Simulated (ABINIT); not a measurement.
# KI (Fm-3m): a self-consistent loop beyond G0W0, cycle by cycle

Wanted: G0W0 and self-consistent gaps of KI (Fm-3m), with the cost of the cycles.

Calculated with ABINIT 10.8.3; PBE and many-body steps on it, plane waves.

Most raw output is cut from this account.

## 1. The structure

The structure is cubic, space group Fm-3m (No. 225). The conventional cell has a = 7.066 Å, b = 7.066 Å, c = 7.066 Å, α = 90.00°, β = 90.00°, γ = 90.00°. Nearest to K lie 6 I at 3.53 Å. Nearest to I lie 6 K at 3.53 Å. Farther neighbours and most contacts between anions are not listed.

The cell and positions come from the Crystallography Open Database and are kept as given unless a step says otherwise. Spin-orbit coupling is left out unless a step names it.

## 2. Empty states on the mesh, 4×4×4 mesh, 362 bands

This step: ABINIT 10.8.3; DFT, PBE, plane waves, norm-conserving pseudopotentials.

The sums over transitions need many empty states on a uniform mesh; this step solves for them.

Input file run.abi:

```
acell 3*1.0 Angstrom
rprim 
  0.000000000000 3.532775000000 3.532775000000
  3.532775000000 0.000000000000 3.532775000000
  3.532775000000 3.532775000000 -0.000000000000
ntypat 2
znucl 19 53
natom 2
typat 1 2
xred 
  0.000000000000 0.000000000000 0.000000000000
  0.500000000000 0.500000000000 0.500000000000
pp_dirpath "pseudos"
pseudos "K.upf, I.upf"
ecut 33
ngkpt 4 4 4
nshiftk 1
shiftk 0 0 0
kptopt 1
chksymbreak 0
iscf -2
irdden 1
istwfk *1
nband 362
nbdbuf 32
tolwfr 1e-09
nstep 60
prtvol 0
indata_prefix "in"
outdata_prefix "out"
tmpdata_prefix "tmp"
```

Launch:

```
OMP_NUM_THREADS=1 mpirun -n 4 abinit run.abi > log
```

It took 4 min on 4 MPI ranks of Arm Neoverse V1, shared host; peak memory 0.63 GiB; 16 min of CPU time.

This step gave:

* gap: 3.962 eV
* k of the valence top: 0, 0, 0
* k of the conduction bottom: 0, 0, 0
* least direct gap: 3.962 eV
* k points computed: 8
* lowest point of the top converged band, above the valence top: 128.6772 eV

On this mesh the gap is 3.962 eV.

The density comes from a self-consistent run that is not shown.

## 3. Screening, 4×4×4 mesh, 330 bands, screening to 195.9 eV

The RPA dielectric matrix is built and inverted for each q.

This step: RPA screening on PBE, plane waves, norm-conserving pseudopotentials.

run.abi: that of step 2 with these lines changed.

```diff
@@ -20,10 +20,11 @@
 chksymbreak 0
-iscf -2
-irdden 1
 istwfk *1
-nband 362
-nbdbuf 32
-tolwfr 1e-09
-nstep 60
-prtvol 0
+occopt 1
+irdwfk 1
+optdriver 3
+nband 330
+ecuteps 7.2
+inclvkb 2
+awtr 1
+symchi 1
 indata_prefix "in"
```

It took 2.9 min on 4 MPI ranks; peak memory 2.8 GiB.

Numbers from this step:

| Item | Value |
| --- | --- |
| ε∞ with local fields, on this mesh, along the program's q direction | 2.656 |
| the same without local fields | 3.276 |
| plasma frequency | 15.82 eV |
| plane waves in the screening matrix | 537 |

Local fields lower ε∞ by 19 %.

## 4. G0W0

The self-energy is evaluated for the states that the input lists, and the levels follow from it, in one-shot runs by the linearised quasiparticle equation.

This step: G0W0 on PBE, plane waves, norm-conserving pseudopotentials.

run.abi: that of step 3 with these lines changed.

```diff
@@ -23,8 +23,15 @@
 irdwfk 1
-optdriver 3
+optdriver 4
 nband 330
+gwcalctyp 0
+ecutsigx 33
+symsigma 1
+nkptgw 1
+kptgw 
+  0.0000000000 0.0000000000 0.0000000000
+bdgw 
+  6 12
 ecuteps 7.2
-inclvkb 2
-awtr 1
-symchi 1
+irdscr 1
+ppmodel 1
 indata_prefix "in"
```

Wall time 66 s (4 MPI ranks); peak memory 3.1 GiB.

Numbers from this step:

```
G0W0 gap on the points computed              : 6.084 eV
starting gap on the mesh                     : 3.962 eV
k of the valence top                         : 0, 0, 0
k of the conduction bottom                   : 0, 0, 0
Z at the valence top                         : 0.808
Z at the conduction bottom                   : 0.85
least direct G0W0 gap on the computed points : 6.084 eV
```

The gap on the mesh goes from 3.96 eV to 6.08 eV, a correction of +2.12 eV.

## 5. evGW0, cycle 1

This step: evGW0 on PBE, plane waves, norm-conserving pseudopotentials.

run.abi: that of step 4 with these lines changed.

```diff
@@ -25,10 +25,24 @@
 nband 330
-gwcalctyp 0
+gwcalctyp 10
 ecutsigx 33
 symsigma 1
-nkptgw 1
+nkptgw 8
 kptgw 
   0.0000000000 0.0000000000 0.0000000000
+  0.2500000000 0.0000000000 0.0000000000
+  0.5000000000 0.0000000000 0.0000000000
+  0.2500000000 0.2500000000 0.0000000000
+  0.5000000000 0.2500000000 0.0000000000
+  -0.2500000000 0.2500000000 0.0000000000
+  0.5000000000 0.5000000000 0.0000000000
+  -0.2500000000 0.5000000000 0.2500000000
 bdgw 
-  6 12
+  1 15
+  1 15
+  1 15
+  1 15
+  1 15
+  1 15
+  1 15
+  1 15
 ecuteps 7.2
```

Run time: 43 min. Hardware: 4 MPI ranks; peak memory 3.5 GiB; 2.9 h of CPU time.

Numbers from this step:

```yaml
quasiparticle_gap_on_the_mesh: 6.558 eV
gap_of_the_density_functional_on_the_mesh: 3.962 eV
k_of_the_valence_top: 0, 0, 0
k_of_the_conduction_bottom: 0, 0, 0
z_at_the_valence_top: 0.808
z_at_the_conduction_bottom: 0.85
least_direct_quasiparticle_gap_on_the_computed_points: 6.558 eV
```

Against G0W0 in ABINIT (4×4×4 mesh, 330 bands, screening to 195.9 eV, Godby-Needs plasmon pole), the gap moves by +0.474 eV. This first cycle still uses the starting levels; it takes the full correction, at all points of the mesh, and its linearised value is 6.084 eV.

## 6. evGW0, cycle 2

The corrected levels of the last cycle go back in.

run.abi: that of step 5 with these lines changed.

```diff
@@ -50,2 +50,3 @@
 ppmodel 1
+irdqps 1
 indata_prefix "in"
```

Wall time 43 min (4 MPI ranks); peak memory 3.5 GiB; 2.9 h of CPU time.

Numbers from this step:

| Quantity | Value |
| --- | --- |
| quasiparticle gap on the mesh | 6.403 eV |
| gap of the density functional on the mesh | 3.962 eV |
| k of the valence top | 0, 0, 0 |
| k of the conduction bottom | 0, 0, 0 |
| least direct quasiparticle gap on the computed points | 6.403 eV |

Against the cycle before, the gap moves by −0.155 eV.

## 7. evGW0, cycle 3

run.abi is that of step 6.

Run time: 43 min. Hardware: 4 MPI ranks; peak memory 3.5 GiB; 2.8 h of CPU time.

This step gave:

| Quantity | Value |
| --- | --- |
| quasiparticle gap on the mesh | 6.416 eV |
| gap of the density functional on the mesh | 3.962 eV |
| k of the valence top | 0, 0, 0 |
| k of the conduction bottom | 0, 0, 0 |
| least direct quasiparticle gap on the computed points | 6.416 eV |

Against the cycle before, the gap moves by +0.013 eV.

## 8. The runs together

Times are wall times on 4 MPI ranks of Arm Neoverse V1, shared host, good to a factor of about two. A run's time includes the screening step that it read.

```
           run   mesh  bands  screening cutoff (eV)  DFT gap (eV)  gap on the mesh (eV)  direct (eV)  ε∞ used    time
          G0W0  4×4×4    330                  195.9         3.962                 6.084        6.084     2.66   4 min
evGW0, cycle 1  4×4×4    330                  195.9         3.962                 6.558        6.558     2.66  46 min
evGW0, cycle 2  4×4×4    330                  195.9         3.962                 6.403        6.403     2.66  46 min
evGW0, cycle 3  4×4×4    330                  195.9         3.962                 6.416        6.416     2.66  46 min
```

## 9. Outcome

| Property | Result |
| --- | --- |
| G0W0 | 6.084 eV |
| evGW0, cycle 1 | 6.558 eV |
| evGW0, cycle 2 | 6.403 eV |
| evGW0, cycle 3 | 6.416 eV |
| known limits | not at the basis limit; no spin-orbit coupling |

In words: Only the bands that the input lists are updated; the others, empty or deep, keep the functional's energies or take a rigid shift. evGW0 ends at 6.42 eV, +0.33 eV from G0W0, after 3 cycles that took 2.1 h beside the first screening; the last moved the gap by 0.013 eV. The first cycle of evGW0 takes the full correction, without the factor Z, so it overshoots the one-shot value. Bands and cutoff are finite, so the gap is not at the basis limit. The miss can reach some tenths of an eV and take either sign; the mesh is an error of its own. The many-body steps are scalar-relativistic: spin-orbit coupling is not in them.

[Paths, hosts, dates, memory and timing lines, banners, echoed tables and standing remarks are left out of the program output.]

[Logs are printed without paths, hosts, clocks, repeated set-up lines and the standing remarks that a program may print on its own settings, such as how far it seeks lower states.]

[Runs of the session that timed out or met a known fault of the program may be left out.]

[Hosts, paths, dates, database ids (printed as entryN), source tags and the programs' standing remarks are cut or masked in the printed files.]

[G0W0 gaps are taken among the corrected bands and points alone; a level outside them can change the order at an edge.]

[Where Ansatz stands beside ABINIT at settings called matched, ABINIT's density can come from a denser mesh and the files from another edition; pairs whose starting gaps differed by over 0.03 eV were left out, so agreement reads better than it is.]
